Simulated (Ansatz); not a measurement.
# InSe monolayer: from the cell to its phonons, part 3 of 3

Aim: the vibrations of InSe monolayer, their spectra, and whether the structure is stable.

Ansatz 0.2.0; DFT LDA, scalar-relativistic, plane waves, PAW.

So far. Step 3 (Relaxing to small forces for the phonons): The largest force component left is 0.10 meV/Å, within the tolerances set. Step 4 (Zone-centre response): Before it was imposed, the acoustic sum rule was missed by 9.4e-5 eV/Å² and the charge sum rule by 0.0052 e. Small misses are needed for a sound result but don't prove that mesh and cutoff are converged. The lowest optical mode is real, 37.2 cm⁻¹.

### Step 5. Response at finite wavevector

Stability and thermal properties need the whole zone. Linear response on a 3×3×1 q mesh gives force constants as far as a supercell of that size would, and the tensors from the zone-centre run are typed in so that the long-range dipole term is interpolated apart.

Contents of input.yaml:

```yaml
crystal:
  lattice:
    - [3.952043777, 0.0, 0.0]
    - [-1.9760218885, 3.4225703077, 0.0]
    - [0.0, 0.0, 34.09996]
  atoms:
    - { symbol: In, position: [0.3333333333, 0.6666666667, 0.3627224838] }
    - { symbol: In, position: [0.3333333333, 0.6666666667, 0.2824395633] }
    - { symbol: Se, position: [0.6666666667, 0.3333333333, 0.4001266645] }
    - { symbol: Se, position: [0.6666666667, 0.3333333333, 0.2450353826] }
  periodic: [true, true, false]
kpoints:
  mp_grid: { grid: [9, 9, 1] }
hamiltonian:
  xc: lda
scf:
  occupations: { method: fixed }
output:
  eigenvalues: true
phonons:
  method: dfpt
  qmesh: [3, 3, 1]
  temperatures: { t_max: 1000, t_step: 50 }
  qpath:
    path:
      - [0.0, 0.0, 0.0]
      - [0.5, 0.0, 0.0]
      - [0.33333333, 0.33333333, 0.0]
      - [0.0, 0.0, 0.0]
    npoints: 10
  isolated: true
  non_analytic_term:
    high_frequency_dielectric_tensor: [[2.7529, 0.0, 0.0], [0.0, 2.7529, 0.0], [0.0, 0.0, 1.2111]]
    born_effective_charges:
      - { species: In, tensor: [[2.3393, 0.0, 0.0], [0.0, 2.3393, 0.0], [0.0, 0.0, 0.1626]] }
      - { species: In, tensor: [[2.3393, 0.0, 0.0], [0.0, 2.3393, 0.0], [0.0, 0.0, 0.1626]] }
      - { species: Se, tensor: [[-2.3393, 0.0, 0.0], [0.0, -2.3393, 0.0], [0.0, 0.0, -0.1626]] }
      - { species: Se, tensor: [[-2.3393, 0.0, 0.0], [0.0, -2.3393, 0.0], [0.0, 0.0, -0.1626]] }
    source: "zone-centre run at this cell"
```

The run is started by

```console
ansatz run input.yaml --threads 8 --pin off --max-ram 14336MiB --backend cpu --events-out ev --progress --plain --runs-dir out
```

Numbers of over 12 decimals in the logs are rounded to 6 here.

Output:

```text
Warning: phonons: the dynamical matrix that this run interpolates holds no multipole term above the dipole-dipole one, and a site of this crystal is no centre of inversion, so its interpolated transverse optical and acoustic branches and sound speeds can stay off near Gamma, and the density of states and the thermodynamics with them. What a run solves at a wave vector of phonons.qpoints, Gamma apart, where the deck admits one, is free of this, and under fd what a larger phonons.supercell samples
[...]
Crystal: 4 atoms, lattice volume = 461.241 Å³
Basis set: ecut = 420 eV, 9137 PW (Γ), exchange–correlation on 54×54×480 points (8 copies of the dense FFT grid, shifted against one another)
Bands: 35, of which v1, the nominal top of the filled ones, is band 29 counted from 1 (28 counted from 0)
Symmetry: 12 space group operations
k-points: 12 of 81 (irreducible under 6 space group operations, time reversal used)
[...]
SCF iter   1: F=—  HF=-21682.626737 eV  |F-HF|=—  |Δ(HF+E_count)|=         —  Δρ=3.55e-3  dr2=7.85e-2  ethr=1.77e-3  ⟨swp⟩=6.8  Hψ=1725  notcnv=0  defer=48
[...]
SCF iter  10: F=-21682.607906 eV  HF=-21682.607906 eV  |F-HF|=3.27e-11  |Δ(HF+E_count)|=  1.56e-10  Δρ=3.71e-8  dr2=8.81e-12  ethr=1.00e-12  ⟨swp⟩=24.8  Hψ=3730  notcnv=0
SCF 1 converged in 10 iterations: F = -21682.607906 eV  dr2 = 8.81e-12
[...]
DFPT response loops at q = (0, 0, 0) (fractional): preconditioner auto → none (the input reference at scf.mixing.eps_inf says where Resta's filter doesn't serve); β = 0.50; Broyden in place of MSR1
[...]
SCF converged after 10 iterations
Free energy (F): -21682.607906 eV
[...]
Internal energy: -21682.607906 eV  (E = F + TS)
E sigma→0 (E₀):  -21682.607906 eV
Fermi energy:    -6.190640 eV
[...]
--- Band table (eV; the first three rows and the last of 12) ---
  k-point 0: bands = [... 25 lower, -6.5955, -6.5108, -6.5108, -6.2834, -4.5187, -3.3377, -1.0384 (-1.0384°), -1.0384 (-1.0384°), ... 2 higher]
  k-point 1: bands = [... 25 lower, -7.2090, -6.7610, -6.6562, -6.2078, -3.8861, -2.7013, -1.6754 (-1.6754°), -0.9078 (-0.9078°), ... 2 higher]
  k-point 2: bands = [... 25 lower, -7.9395, -7.1334, -6.9876, -6.2205, -3.3022, -3.0963, -1.3119 (-1.3118°), -1.1728 (-1.1728°), ... 2 higher]
  k-point 11: bands = [... 25 lower, -9.1084, -7.9988, -7.4936, -7.3358, -3.6800, -2.9050, -2.0907, -1.1624, ... 2 higher]
  ° read free of the cell's end (the report's vacuum.weakly_bound_levels)
--- Phonons (Γ-DFPT): 8 representative perturbations + reference (Σ response iterations 30) ---
  ASR residual: 1.390e-4 → 0.000e0 eV/Å²; symmetrization residual: 8.246e-5 eV/Å²
[...]
ASR residual per site (eV/Å²): 7.41e-5 1.39e-4 5.27e-5 4.27e-5
[...]
--- Phonons (arbitrary-q DFPT): 3 irreducible q on the 3×3×1 mesh ---
  q = [0.0000, 0.0000, 0.0000] (star 1, of the zone-centre solve; hermiticity 1.34e-5, symmetrization 4.64e-13, taken by the last average 2.40e-6): -0.00 0.00 0.00 37.22 37.22 109.63 175.72 175.72 179.72 179.72 203.68 232.16
  q = [0.0000, 0.3333, 0.0000] (star 6, 12 solved perturbations on 45 of 81 k-point pairs; hermiticity 1.58e-5, symmetrization 3.91e-10, taken by the last average 3.03e-6): 39.05 42.52 58.76 60.39 87.11 119.53 177.38 178.78 181.48 199.88 200.21 229.24
  q = [0.3333, 0.3333, 0.0000] (star 2, 8 solved perturbations in 256 linear systems a pass and spin channel, the states on 45 of 81 k-point pairs; hermiticity 8.95e-6, symmetrization 3.08e-6, taken by the last average 3.24e-6): 45.08 45.60 76.10 87.85 89.05 124.19 182.09 185.56 189.13 191.29 195.04 226.65
  sum rule: each row above includes the acoustic sum rule's correction from the zone centre's row sums; it moved no ω² by more than (0.57 cm⁻¹)²
  mesh force constants: q→R imaginary residual 0.00e0; ASR residual 1.390e-4 → 0.000e0 eV/Å²; symmetrization residual 8.882e-15 eV/Å²
  interpolated dispersion: 31 rows × 12 modes
  density of states and harmonic sums: on the 18×18×1 q-mesh, interpolated from the force constants of a 3×3×1 supercell (with the dipole–dipole term of supplied tensors)
  largest difference from the sums on the solved wave vectors: F 9.00e-2 eV, S 1.15e-4 and C_V 2.47e-5 eV/K
  zero-point energy: 0.097374 eV/cell   skipped modes (ω ≤ 0): 5, of them read as no rigid motion or as one in doubt: 2 (3.704e-2 modes/cell left out, lowest -6.33 cm⁻¹)   left out of the sums: 3.86e-3 of the cell's modes: C_V's classical limit lies that fraction below 3 k_B per atom; for a crystal, a wire or a layer, F and S can be off by more, and a phonons.interpolated_qmesh denser along its periods is the remedy for the sampling
```

Wall time 4.6 min (8 threads of Arm Neoverse V1, shared host); peak memory 2.6 GiB; 35 min of CPU time.

Numbers from this step:

```
sum-rule residual before enforcement                    : 1.39e-4 eV/Å²
lowest frequency on the path                            : -6.409 cm⁻¹
highest frequency on the path or at a solved wavevector : 232.2 cm⁻¹
lowest mode on the q mesh (acoustic modes at Γ apart)   : 37.22 cm⁻¹
```

Frequencies (cm⁻¹) solved at each irreducible wavevector; negative means imaginary. Frequencies by wavevector, by row:

```csv
q in reciprocal lattice units,star,mode 1,mode 2,mode 3,mode 4,mode 10,mode 11,mode 12
0 0 0,1,0,0,0,37.2,179.7,203.7,232.2
0 0.3333 0,6,39,42.5,58.8,60.4,199.9,200.2,229.2
0.3333 0.3333 0,2,45.1,45.6,76.1,87.8,191.3,195,226.7
```

Interpolated from a 3×3×1 q mesh, with the LO-TO term (at Γ the limit along the path; where Γ stands inside the path, tables give the limit on arrival). The phonon branches at the labelled points (cm⁻¹):

```csv
point,branch 1,branch 2,branch 3,branch 4,branch 9,branch 10,branch 11,branch 12
Γ,0,0,0,37,180,180,204,232
halfway,30,32,54,59,181,200,206,229
M,47,53,56,62,190,194,194,231
halfway,44,49,66,76,189,190,192,229
K,45,46,76,88,189,191,195,227
halfway,32,46,57,63,184,198,203,228
Γ,0,0,0,37,180,180,204,232
```

Tetrahedra on a 18×18×1 mesh, mean over bins of 2 cm-1. Interpolated from a 3×3×1 q mesh. The phonon density of states by wavenumber; read off at these points:

wavenumber (cm⁻¹), phonon density of states (1/cm⁻¹/cell) and a bar:
```
     -7.0      0.001 
     -1.0      0.003 
      5.0      0.006 #
     13.0      0.011 #
     19.0      0.017 ##
     25.0      0.022 ##
     31.0      0.030 ###
     39.0      0.061 ######
     45.0      0.171 ################
     51.0      0.165 ###############
     57.0      0.111 ##########
     65.0      0.061 ######
     71.0      0.048 ####
     77.0      0.031 ###
     83.0      0.041 ####
     87.0      0.204 ###################
     91.0      0.000 
     97.0      0.000 
    103.0      0.000 
    109.0      0.091 ########
    117.0      0.029 ###
    123.0      0.058 #####
    129.0      0.034 ###
    135.0      0.000 
    143.0      0.000 
    149.0      0.000 
    155.0      0.000 
    161.0      0.000 
    169.0      0.000 
    175.0      0.022 ##
    181.0      0.328 ##############################
    187.0      0.150 ##############
    195.0      0.176 ################
    199.0      0.195 ##################
    201.0      0.095 #########
    207.0      0.045 ####
    213.0      0.000 
    221.0      0.000 
    227.0      0.141 #############
    229.0      0.294 ###########################
    233.0      0.001
```

The partial phonon density of states has structure finer than the step of the table below, so its rows give means over 5 cm⁻¹, whole bins alone (the curve runs from -21.5 to 249 cm⁻¹). Peaks (cm⁻¹: height): In 44.9: 0.0984, 61.9: 0.0662, 87.5: 0.0641, 124.9: 0.0204, 179.3: 0.0969, 198.1: 0.0903, 228.7: 0.102; Se 48.3: 0.049, 61.9: 0.0466, 87.5: 0.0583, 124.9: 0.0316, 179.3: 0.186, 196.4: 0.124, 228.7: 0.0558.

Phonopy on the run's constants, 17x17x1 mesh, Gaussian sigma 2.0 cm-1. Interpolated from a 3×3×1 q mesh. Table of partial phonon density of states by wavenumber; means over each step; values in 1/cm⁻¹/cell:

```csv
wavenumber (cm⁻¹),In,Se
-15,0.00156,0.00109
-10,0.00517,0.00359
-5,1.0e-3,6.9e-4
0,0.00405,0.00275
5,0.00281,0.00191
10,0.00399,0.00268
15,0.00895,0.00593
20,0.00968,0.00623
25,0.0134,0.00828
30,0.0184,0.0109
35,0.0245,0.0132
40,0.0524,0.0245
45,0.0897,0.0422
50,0.0707,0.0438
55,0.0414,0.0275
60,0.0547,0.0382
65,0.0507,0.0314
70,0.0339,0.0163
75,0.0280,0.0126
80,0.0239,0.0123
85,0.0462,0.0366
90,0.0362,0.0341
95,0.00157,0.00153
100,4.3e-4,0.00109
105,0.00788,0.0195
110,0.00949,0.0219
115,0.00740,0.0143
120,0.0112,0.0187
125,0.0184,0.0283
130,0.0128,0.0177
135,0.00452,0.00575
140,1.9e-4,2.3e-4
145,0,0
150,0,0
155,0,0
160,0,0
165,3.0e-7,5.0e-7
170,8.7e-4,0.00156
175,0.0367,0.0694
180,0.0890,0.169
185,0.0613,0.106
190,0.0480,0.0798
195,0.0746,0.108
200,0.0607,0.0827
205,0.00684,0.00927
210,5.1e-5,7.4e-5
215,0,0
220,0.00106,5.3e-4
225,0.0416,0.0219
230,0.0751,0.0424
235,0.0106,0.00654
240,5.4e-5,3.4e-5
245,0,0
```

Symmetry leaves 3 wavevectors to solve. The lowest mode among them, the acoustic zeros apart, lies at Γ and is real, 37.2 cm⁻¹. Between them the interpolated path dips to 6i cm⁻¹.

### Step 6. Isotope substitution, element In, natural mass 114.818 amu

An isotope changes the mass and not the force constants, so no new electronic calculation is needed; the shifts show which modes move this element.

The same force constants with the mass of In changed from 114.818 to 112.904 u (phonopy, no LO-TO term). Both lists are sorted by frequency; levels can cross, so a row need not hold one and the same mode. Modes under 3 cm⁻¹ are left out. Isotope shifts, by row:

```csv
q,rank,natural mass (cm⁻¹),changed mass (cm⁻¹)
0 0 0,4,37.22,37.41
0 0 0,5,37.22,37.41
0 0 0,6,109.6,109.9
0 0 0,7,175.7,176.3
0 0 0,8,175.7,176.3
0 0 0,9,179.7,180.3
0 0 0,10,179.7,180.3
0 0 0,11,203.7,204.4
0 0 0,12,232.2,233.5
0 0.3333 0,1,39.05,39.28
0 0.3333 0,2,42.52,42.74
0 0.3333 0,3,58.76,59.09
0 0.3333 0,4,60.39,60.66
0 0.3333 0,5,87.11,87.52
0 0.3333 0,6,119.5,119.9
0 0.3333 0,7,177.4,177.9
0 0.3333 0,8,178.8,179.3
0 0.3333 0,9,181.5,182
0 0.3333 0,10,199.9,200.6
0 0.3333 0,11,200.2,201
0 0.3333 0,12,229.2,230.5
0.3333 0.3333 0,1,45.08,45.28
0.3333 0.3333 0,2,45.6,45.89
0.3333 0.3333 0,3,76.1,76.56
0.3333 0.3333 0,4,87.85,88.4
0.3333 0.3333 0,5,89.05,89.42
0.3333 0.3333 0,6,124.2,124.6
0.3333 0.3333 0,7,182.1,182.4
0.3333 0.3333 0,8,185.6,186.3
0.3333 0.3333 0,9,189.1,189.9
0.3333 0.3333 0,10,191.3,191.7
0.3333 0.3333 0,11,195,195.5
0.3333 0.3333 0,12,226.7,227.9
```

A mode of this element alone would shift by +0.84 %. The highest zone-centre frequency without the field goes from 232.2 to 233.5 cm⁻¹ (+0.6 %). The product of the frequency ratios over all optical modes at Γ is 1.036; the product rule, (m/m′)^(3k/2) (M′/M)^(3/2) with k = 2 such atoms and M the mass of the cell, gives 1.036.

### Step 7. Another isotope, element Se, natural mass 78.971 amu

The same for Se, from 78.97 to 81.92 u.

A mode of this element alone would shift by -1.81 %. The highest zone-centre frequency without the field goes from 232.2 to 230.9 cm⁻¹ (-0.5 %). The product of the frequency ratios over all optical modes at Γ is 0.917; the product rule, (m/m′)^(3k/2) (M′/M)^(3/2) with k = 2 such atoms and M the mass of the cell, gives 0.916.

### Step 8. Outcome

* space group after relaxation (within 0.01 Å): P-6m2
* area per atom: 3.38 Å²
* gap on the k-mesh: 1.67 eV
* highest optical mode at the zone centre (no LO-TO term): 232 cm⁻¹
* lowest optical zone-centre mode: 37.2 cm⁻¹
* largest Born charge (third of the trace): 1.61 e
* lowest mode on the q mesh (acoustic modes at Γ apart): 37.2 cm⁻¹
* highest frequency on the path or at a solved wavevector: 232 cm⁻¹
* imaginary modes on the 3×3×1 q mesh: none

**Reading.** No mode is imaginary at the 3 irreducible wavevectors solved, but between them the interpolated path dips to 6.4i cm⁻¹, so stability is not settled. Without the field, the optical modes at Γ span 37 to 232 cm⁻¹. The highest mode in this list at Γ, 232.2 cm⁻¹, is mostly motion of In (70 % of the kinetic energy). The strongest infrared line is at 180 cm⁻¹. Averaged over orientations, the strongest Raman line at 532 nm and 300 K is at 110 cm⁻¹. The tensors are the static, non-resonant ones, while 532 nm light (2.33 eV) lies above the computed gap. In a sheet or slab the interpolated bending branch near Γ is rough, since the rotational sum rule isn't imposed. Dielectric tensors refer to the cell with its vacuum. The starting cell was built on a prototype and not taken from a measurement. These are harmonic frequencies at zero temperature: anharmonic shifts, linewidths and thermal expansion are left out.

[Logs are printed without paths, hosts, clocks, repeated set-up lines and the standing remarks that a program may print on its own settings, such as how far it seeks lower states.]

[Hosts, paths, dates, database ids (printed as entryN), source tags and the programs' standing remarks are cut or masked in the printed files.]
